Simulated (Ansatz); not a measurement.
# (InAs)1(ZnTe)2 [001] superlattice, started as zinc blende: the cell at rest

Wanted: the relaxed cell of (InAs)1(ZnTe)2 [001] superlattice, started as zinc blende.

Calculated with Ansatz 0.2.0; DFT LDA, scalar-relativistic, plane waves, PAW.

The structure was built from a prototype and need not be the compound's stable phase.

### 1. Set-up

Symmetry: Imm2, No. 44, orthorhombic system. Conventional cell: a = 4.304 Å, b = 4.304 Å, c = 18.260 Å, α = 90.00°, β = 90.00°, γ = 90.00°. Nearest to As lie 2 Zn at 2.64 Å and 2 In at 2.64 Å. Nearest to In lie 2 As at 2.64 Å and 2 Te at 2.64 Å. Nearest to Te lie 4 Zn at 2.64 Å. Te has 2 Zn at 2.64 Å and 2 In at 2.64 Å nearest. Nearest to Zn lie 2 As at 2.64 Å and 2 Te at 2.64 Å. Nearest to Zn lie 4 Te at 2.64 Å. Farther neighbours and most contacts between anions are not listed.

### 2. Probe on a coarse mesh

First a cheap look: the gap decides the mesh and the occupations, the pressure tells how far the cell has to move.

Contents of input.yaml:

```yaml
crystal:
  lattice:
    - [3.04333, 3.04333, 0.0]
    - [-3.04333, 3.04333, 0.0]
    - [3.04333, 0.0, 9.13]
  atoms:
    - { symbol: As, position: [0.416667, 0.083333, 0.166667] }
    - { symbol: In, position: [0.0, 0.0, 0.0] }
    - { symbol: Te, position: [0.75, 0.75, 0.5] }
    - { symbol: Te, position: [0.083333, 0.416667, 0.833333] }
    - { symbol: Zn, position: [0.333333, 0.666667, 0.333333] }
    - { symbol: Zn, position: [0.666667, 0.333333, 0.666667] }
kpoints:
  mp_grid: { grid: [4, 4, 4] }
hamiltonian:
  xc: lda
scf:
  occupations: { method: gaussian, width: 0.1 }
output:
  forces: true
  stress: true
  eigenvalues: true
```

Run with:

```
$ ansatz run input.yaml --threads 8 --pin off --max-ram 14336MiB --backend cpu --events-out ev --progress --plain --runs-dir out
```

Numbers of over 12 decimals in the logs are rounded to 6 here.

The log of the run:

```text
[...]
k-point 0: bands = [... 38 lower, 5.4829, 6.9641, 7.0707, 7.3787, 7.4665, 8.5867, 9.0704, 9.8489, ... 5 higher]
  k-point 1: bands = [... 38 lower, 5.6799, 5.9889, 6.8608, 7.2055, 8.3430, 8.6591, 9.0606, 9.7162, ... 5 higher]
  k-point 2: bands = [... 38 lower, 5.7644, 5.9579, 6.5717, 7.0166, 8.5316, 8.8543, 9.3707, 9.8833, ... 5 higher]
  k-point 17: bands = [... 38 lower, 4.2832, 4.4424, 5.2039, 5.2431, 9.1580, 9.3457, 9.4742, 9.4783, ... 5 higher]
[key lines of the parts left out:]
SCF converged after 11 iterations
Free energy (F): -30378.835167 eV
Fermi energy:    7.430675 eV
P = ⅓ Tr σ = -0.7403 GPa (-7.403 kbar)
```

Elapsed: 2.6 s, on 8 threads of Arm Neoverse V2, shared host; peak memory 0.7 GiB; 15 s of CPU time.

A gap read on the k-mesh alone can miss the band edges.

This step gave:

| Property | Result |
| --- | --- |
| pressure | -0.7403 GPa |
| volume per atom | 28.19 Å³ |
| gap on the k-mesh | 0.08785 eV |
| direct gap on mesh | 0.08785 eV |

The coarse mesh shows a gap of 0.09 eV and a pressure of -0.7 GPa.

### 3. Coarse relaxation

A rough relaxation comes first, because large forces or stress need no tight tolerances yet.

input.yaml: that of step 2 with these lines changed.

```diff
@@ -13,3 +13,3 @@
 kpoints:
-  mp_grid: { grid: [4, 4, 4] }
+  mp_grid: { grid: [6, 6, 6] }
 hamiltonian:
@@ -22 +22,6 @@
   eigenvalues: true
+relax:
+  adjacent_minimum: "off"
+  f_tol: 0.05
+  max_steps: 80
+  cell: { stress_tol: 0.5 }
```

The log of the run:

```text
[...]
Crystal: 6 atoms, lattice volume = 169.122 Å³
Basis set: ecut = 420 eV, 3287 PW (Γ)
Bands: 51, of which v1, the nominal top of the filled ones, is band 42 counted from 1 (41 counted from 0)
Symmetry: 4 space group operations
[...]
k-points: 46 of 216 (time reversal used)
[...]
- [3.015080, 3.015080, 0.0]
    - [-2.998529, 2.998529, 0]
    - [3.006805, 0.00827554, 8.997830]
  atoms:
    - { symbol: As, position: [0.405797, 0.094203, 0.188405] }
    - { symbol: In, position: [-0.014130, 0.014130, 0.028259] }
    - { symbol: Te, position: [0.754732, 0.745268, 0.490537] }
    - { symbol: Te, position: [0.089344, 0.410656, 0.821313] }
    - { symbol: Zn, position: [0.340717, 0.659283, 0.318566] }
    - { symbol: Zn, position: [0.673540, 0.326460, 0.652920] }
[key lines of the parts left out:]
SCF converged after 5 iterations
Free energy (F): -30379.543953 eV
Fermi energy:    7.837541 eV
P = ⅓ Tr σ = 0.0136 GPa (0.136 kbar)
```

It took 29 s on 8 threads; peak memory 0.86 GiB.

The steps of the relaxation:

| step | energy less that of the first step (eV) | largest force component (eV/Å) | pressure (GPa) | volume (Å³) |
| --- | --- | --- | --- | --- |
| 1 | 0.0000 | 2.4540 | -0.86 | 169.12 |
| 2 | -0.5106 | 0.7714 | -1.34 | 167.69 |
| 3 | -0.6040 | 0.2621 | 0.03 | 162.64 |
| 4 | -0.6112 | 0.0848 | -0.01 | 162.76 |
| 5 | -0.6123 | 0.0273 | 0.02 | 162.70 |
| 6* | -0.6109 | 0.0273 | 0.01 | 162.70 |

Relaxation steps marked * repeat the geometry before them on a plane-wave basis chosen anew for their cell, so energy and pressure can jump there.

The run keeps the 4 symmetry operations that it works with, so distortions that break them were not tested.

```csv
"conventional cell, symmetrised",before,after,change
a (Å),4.304,4.241,-1.5 %
b (Å),4.304,4.264,-0.9 %
c (Å),18.260,17.996,-1.4 %
volume (Å³/atom),28.19,27.12,-3.8 %
```

The atoms that moved most (Å, as changes of fractional coordinates times the final cell):

```
atom     dx     dy      dz  length
 In2  0.000  0.000   0.254   0.254
 As1  0.000  0.000   0.196   0.196
 Zn5  0.000  0.000  -0.133   0.133
 Zn6  0.000  0.000  -0.124   0.124
 Te4  0.000  0.000  -0.108   0.108
 Te3  0.000  0.000  -0.085   0.085
```

Numbers from this step:

```yaml
pressure: 0.01363 GPa
volume_per_atom: 27.12 Å³
gap_on_the_k_mesh: 0.6053 eV
direct_gap_on_mesh: 0.6053 eV
```

In this step the volume went from 28.19 to 27.12 Å³/atom.

### 4. Relaxation

The cell and atoms are relaxed, since residual forces and stress would shift the frequencies.

Contents of input.yaml:

```yaml
crystal:
  lattice:
    - [3.0150800709, 3.0150800709, 0.0]
    - [-2.9985289969, 2.9985289969, 0.0]
    - [3.0068045339, 0.008275537, 8.9978299884]
  atoms:
    - { symbol: As, position: [0.4057973221, 0.0942026779, 0.1884053558] }
    - { symbol: In, position: [-0.0141295552, 0.0141295552, 0.0282591103] }
    - { symbol: Te, position: [0.7547316129, 0.7452683871, 0.4905367743] }
    - { symbol: Te, position: [0.0893436095, 0.4106563905, 0.8213127811] }
    - { symbol: Zn, position: [0.3407170797, 0.6592829203, 0.3185658405] }
    - { symbol: Zn, position: [0.673539931, 0.326460069, 0.6529201379] }
kpoints:
  mp_grid: { grid: [6, 6, 6] }
hamiltonian:
  xc: lda
scf:
  occupations: { method: gaussian, width: 0.02 }
output:
  forces: true
  stress: true
  eigenvalues: true
relax:
  adjacent_minimum: "off"
  f_tol: 0.005
  max_steps: 80
  cell: { stress_tol: 0.05 }
```

The log of the run:

```text
[...]
Crystal: 6 atoms, lattice volume = 162.695 Å³
Basis set: ecut = 420 eV, 3175 PW (Γ)
Bands: 51, of which v1, the nominal top of the filled ones, is band 42 counted from 1 (41 counted from 0)
[... 1 set-up line as in the run before ...]
[...]
k-points: 46 of 216 (time reversal used)
[...]
SCF iter   1: F=—  HF=-30379.555922 eV  |F-HF|=—  |Δ(HF+E_count)|=         —  Δρ=5.52e-3  dr2=3.17e-2  ethr=1.77e-3  ⟨swp⟩=7.6  Hψ=10170  notcnv=0  defer=4
[...]
SCF iter   9: F=-30379.543953 eV  HF=-30379.543953 eV  |F-HF|=3.17e-8  |Δ(HF+E_count)|=   1.79e-8  Δρ=4.19e-6  dr2=2.88e-8  ethr=1.19e-10  ⟨swp⟩=10.9  Hψ=10212  notcnv=0
SCF 1 converged in 9 iterations: F = -30379.543953 eV  dr2 = 2.88e-8
[...]
relax step   1: F+E_penalty+E_count = -30379.54395253 eV  Δ(F+E_penalty+E_count) = +0.000e0 eV  max|allowed force component| = 2.727e-2 eV/Å  Δτ_max = 0.0000 Å  P = +0.014 GPa  Ω = 162.695 Å³  (9 SCF iters, dr2 threshold 1.00e-7 eV, accepted)
Crystal: 6 atoms, lattice volume = 162.683 Å³
Basis set: ecut = 420 eV, 3163 PW (Γ)
[...]
SCF iter   5: F=-30379.544014 eV  HF=-30379.544014 eV  |F-HF|=1.34e-9  |Δ(HF+E_count)|=   2.57e-7  Δρ=4.25e-6  dr2=3.13e-8  ethr=5.53e-11  ⟨swp⟩=3.4  Hψ=9166  notcnv=0
SCF 2 converged in 5 iterations: F = -30379.544014 eV  dr2 = 3.13e-8
relax step   2: F+E_penalty+E_count = -30379.54401448 eV  Δ(F+E_penalty+E_count) = -6.195e-5 eV  max|allowed force component| = 3.561e-2 eV/Å  Δτ_max = 0.0067 Å  P = +0.013 GPa  Ω = 162.683 Å³  energy of the carried Pulay correction = +2.903e-6 eV  (5 SCF iters, dr2 threshold 4.65e-8 eV, accepted)
Crystal: 6 atoms, lattice volume = 162.731 Å³
[...]
SCF iter   5: F=-30379.544070 eV  HF=-30379.544070 eV  |F-HF|=4.64e-9  |Δ(HF+E_count)|=   7.01e-8  Δρ=2.68e-6  dr2=1.33e-8  ethr=9.44e-11  ⟨swp⟩=5.2  Hψ=7871  notcnv=0
SCF 3 converged in 5 iterations: F = -30379.544070 eV  dr2 = 1.33e-8
relax step   3: F+E_penalty+E_count = -30379.54407049 eV  Δ(F+E_penalty+E_count) = -5.601e-5 eV  max|allowed force component| = 3.810e-3 eV/Å  Δτ_max = 0.0033 Å  P = -0.002 GPa  Ω = 162.731 Å³  energy of the carried Pulay correction = -8.578e-6 eV  (5 SCF iters, dr2 threshold 7.93e-8 eV, accepted)
[...]
SCF iter   6: F=-30379.544086 eV  HF=-30379.544086 eV  |F-HF|=3.64e-12  |Δ(HF+E_count)|=  1.71e-10  Δρ=7.19e-8  dr2=5.92e-12  ethr=1.00e-12  ⟨swp⟩=4.4  Hψ=7955  notcnv=0
SCF 4 converged in 6 iterations: F = -30379.544086 eV  dr2 = 5.92e-12
relax step   4: F+E_penalty+E_count = -30379.54408648 eV  Δ(F+E_penalty+E_count) = -1.599e-5 eV  max|allowed force component| = 3.807e-3 eV/Å  Δτ_max = 0.0000 Å  P = -0.002 GPa  Ω = 162.731 Å³  stress off target by 6.71e-3 GPa  SCF on the basis re-selected at this cell (its energy is not comparable with the rows above)  (6 SCF iters)
basis re-selected at this cell: Δ(F+E_penalty+E_count) = -1.599e-5 eV, ΔP = -0.000 GPa vs the last step (what re-selecting the basis moved, of the pressure what is left beyond the Pulay correction that the steps carried, after the strain that the cell walked since its last selection, with what the two solves' SCF thresholds leave and, on support functions, any second-order correction that the steps lacked; it is no m [...]
SCF converged after 6 iterations
Free energy (F): -30379.544086 eV
[...]
Internal energy: -30379.544086 eV  (E = F + TS)
E sigma→0 (E₀):  -30379.544086 eV
Fermi energy:    7.834760 eV
[...]
--- Forces (eV/Å), atoms counted from 1 ---
  atom   1  As     0.00000000    -0.00000000    -0.00380860
  atom   2  In    -0.00000000     0.00000000     0.00094463
  atom   3  Te    -0.00000000     0.00000000    -0.00073425
  atom   4  Te     0.00000000     0.00000000     0.00197571
  atom   5  Zn    -0.00000000    -0.00000000     0.00100363
  atom   6  Zn    -0.00000000     0.00000000     0.00060817
  max |Σ_I F_I| component: 1.07e-5 eV/Å
--- Stress (GPa, compression-positive) ---
       -0.003941      -0.002770       0.000000
       -0.002770      -0.003941       0.000000
        0.000000       0.000000       0.002189
  P = ⅓ Tr σ = -0.0019 GPa (-0.019 kbar)
--- Band table (eV; the first three rows and the last of 46) ---
  k-point 0: bands = [... 38 lower, 5.7023, 7.3997, 7.4876, 7.5320, 8.1375, 9.4954, 9.5614, 10.1863, ... 5 higher]
  k-point 1: bands = [... 38 lower, 5.8994, 6.8692, 7.3688, 7.4146, 8.6345, 9.4021, 9.7618, 9.9984, ... 5 higher]
  k-point 2: bands = [... 38 lower, 6.1943, 6.2384, 7.0734, 7.1247, 9.1293, 9.4586, 9.8369, 10.0833, ... 5 higher]
  k-point 45: bands = [... 38 lower, 4.7237, 4.8972, 5.3473, 5.3620, 9.3351, 9.3407, 10.1244, 10.3280, ... 5 higher]
--- Relaxed structure (3 steps of the walk, 3 accepted, 1 SCFs on fresh bases) ---
[...]
cell:  # Å, volume = 162.7309 Å³
    - [3.011611, 3.011611, 0]
    - [-2.998109, 2.998109, 0]
    - [3.004860, 0.00675053, 9.011430]
  atoms:
    - { symbol: As, position: [0.405733, 0.094267, 0.188534] }
    - { symbol: In, position: [-0.013940, 0.013940, 0.027880] }
    - { symbol: Te, position: [0.754643, 0.745357, 0.490714] }
    - { symbol: Te, position: [0.089354, 0.410646, 0.821291] }
    - { symbol: Zn, position: [0.340667, 0.659333, 0.318666] }
    - { symbol: Zn, position: [0.673543, 0.326457, 0.652914] }
```

Run time: 17 s. Hardware: 8 threads; peak memory 0.85 GiB.

Relaxation path:

```csv
step,energy less that of the first step (eV),largest force component (eV/Å),pressure (GPa),volume (Å³)
1,0.0000,0.0273,0.01,162.70
2,-0.0001,0.0356,0.01,162.68
3,-0.0001,0.0038,0.00,162.73
4*,-0.0001,0.0038,0.00,162.73
```

Relaxation steps marked * repeat the geometry before them on a plane-wave basis chosen anew for their cell, so energy and pressure can jump there.

Forces are held to the 4 operations that the run works with; a distortion that breaks them can't arise in this run.

```
conventional cell, symmetrised  before   after  change
                         a (Å)   4.241   4.240  -0.0 %
                         b (Å)   4.264   4.259  -0.1 %
                         c (Å)  17.996  18.023  +0.2 %
              volume (Å³/atom)   27.12   27.12  +0.0 %
```

Final coordinates:

```xyz
6
Lattice="3.0116 3.0116 0.0000 -2.9981 2.9981 0.0000 3.0049 0.0068 9.0114" Properties=species:S:1:pos:R:3 pbc="T T T"
As    1.5058    1.5058    1.6990
In    0.0000    0.0000    0.2512
Te    1.5126    4.5107    4.4220
Te    1.5058    1.5058    7.4010
Zn    0.0068    3.0049    2.8716
Zn    3.0116    3.0116    5.8837
```

Numbers from this step:

```yaml
pressure: -0.001898 GPa
gap_on_the_k_mesh: 0.6055 eV
direct_gap_on_mesh: 0.6055 eV
```

In this step the volume went from 27.12 to 27.12 Å³/atom.

### 5. Tight relaxation

Phonons need a cell at rest on their own settings, so the relaxation is repeated with tight tolerances on forces and stress, using the mesh and the filling of the phonon run that follows.

Contents of input.yaml:

```yaml
crystal:
  lattice:
    - [3.0116105636, 3.0116105636, 0.0]
    - [-2.9981094978, 2.9981094978, 0.0]
    - [3.0048600307, 0.0067505329, 9.0114295002]
  atoms:
    - { symbol: As, position: [0.4057327522, 0.0942672478, 0.1885344956] }
    - { symbol: In, position: [-0.0139400572, 0.0139400572, 0.0278801145] }
    - { symbol: Te, position: [0.7546431103, 0.7453568897, 0.4907137794] }
    - { symbol: Te, position: [0.0893543133, 0.4106456867, 0.8212913733] }
    - { symbol: Zn, position: [0.3406671021, 0.6593328979, 0.3186657959] }
    - { symbol: Zn, position: [0.6735427794, 0.3264572206, 0.6529144413] }
kpoints:
  mp_grid: { grid: [8, 8, 8] }
hamiltonian:
  xc: lda
scf:
  occupations: { method: fixed }
output:
  forces: true
  stress: true
  eigenvalues: true
relax:
  adjacent_minimum: "off"
  f_tol: 0.001
  max_steps: 60
  cell: { stress_tol: 0.01 }
```

The log of the run:

```text
[...]
Crystal: 6 atoms, lattice volume = 162.731 Å³
Basis set: ecut = 420 eV, 3163 PW (Γ)
Bands: 51, of which v1, the nominal top of the filled ones, is band 42 counted from 1 (41 counted from 0)
[... 1 set-up line as in the run before ...]
[...]
k-points: 95 of 512 (time reversal used)
[...]
- [3.009200, 3.009200, 0]
    - [-2.995389, 2.995389, -2.61102977984094e-19]
    - [3.002295, 0.00690557, 9.025049]
  atoms:
    - { symbol: As, position: [0.405786, 0.094214, 0.188428] }
    - { symbol: In, position: [-0.013901, 0.013901, 0.027803] }
    - { symbol: Te, position: [0.754633, 0.745367, 0.490734] }
    - { symbol: Te, position: [0.089327, 0.410673, 0.821346] }
    - { symbol: Zn, position: [0.340645, 0.659355, 0.318711] }
    - { symbol: Zn, position: [0.673511, 0.326489, 0.652978] }
[key lines of the parts left out:]
SCF converged after 7 iterations
Free energy (F): -30379.555804 eV
Fermi energy:    7.536915 eV
P = ⅓ Tr σ = 0.0016 GPa (0.016 kbar)
```

It took 59 s on 8 threads; peak memory 1.1 GiB.

Relaxation path:

```csv
step,energy less that of the first step (eV),largest force component (eV/Å),pressure (GPa),volume (Å³)
1,0.0000,0.0024,-0.01,162.73
2,-0.0001,0.0065,0.01,162.69
3,-0.0001,0.0091,-0.01,162.72
4,-0.0001,0.0093,0.00,162.69
5,-0.0001,0.0009,0.00,162.70
6*,-0.0001,0.0009,0.00,162.70
```

Relaxation steps marked * repeat the geometry before them on a plane-wave basis chosen anew for their cell, so energy and pressure can jump there. Relaxation steps 3, 4 were tried and not accepted.

Forces are held to the 4 operations that the run works with; a distortion that breaks them can't arise in this run.

| conventional cell, symmetrised | before | after | change |
| --- | --- | --- | --- |
| a (Å) | 4.240 | 4.236 | -0.1 % |
| b (Å) | 4.259 | 4.256 | -0.1 % |
| c (Å) | 18.023 | 18.050 | +0.2 % |
| volume (Å³/atom) | 27.12 | 27.12 | -0.0 % |

Final coordinates:

```
As In Te Zn
1.0
     3.00920    3.00920    0.00000
    -2.99539    2.99539    0.00000
     3.00229    0.00691    9.02505
As In Te Zn
1 1 2 2
Direct
  0.40579 0.09421 0.18843
  0.98610 0.01390 0.02780
  0.75463 0.74537 0.49073
  0.08933 0.41067 0.82135
  0.34064 0.65936 0.31871
  0.67351 0.32649 0.65298
```

Numbers from this step:

- pressure: 0.001618 GPa
- gap on the k-mesh: 0.6029 eV
- direct gap on mesh: 0.6029 eV

The largest force component left is 0.86 meV/Å and the pressure is 0.002 GPa, within the tolerances set. The cell now holds 27.12 Å³/atom.

### 6. Outcome

| Property | Result |
| --- | --- |
| space group after relaxation (within 0.01 Å) | Imm2 |
| lattice constant a | 4.236 Å |
| lattice constant b | 4.256 Å |
| lattice constant c | 18.050 Å |
| volume per atom | 27.1 Å³ |
| gap on the k-mesh | 0.603 eV |

In words: The largest force component left is 0.86 meV/Å and the pressure is 0.002 GPa, within the tolerances set. The cell now holds 27.12 Å³/atom. The relaxation keeps the symmetry of its start, so it says nothing on stability against lower symmetry. Spin-orbit coupling is left out, which can matter for the heavy elements here. The starting cell was built on a prototype and not taken from a measurement, so the phase need not exist.

[Logs are printed without paths, hosts, clocks, repeated set-up lines and the standing remarks that a program may print on its own settings, such as how far it seeks lower states.]

[Hosts, paths, dates, database ids (printed as entryN), source tags and the programs' standing remarks are cut or masked in the printed files.]
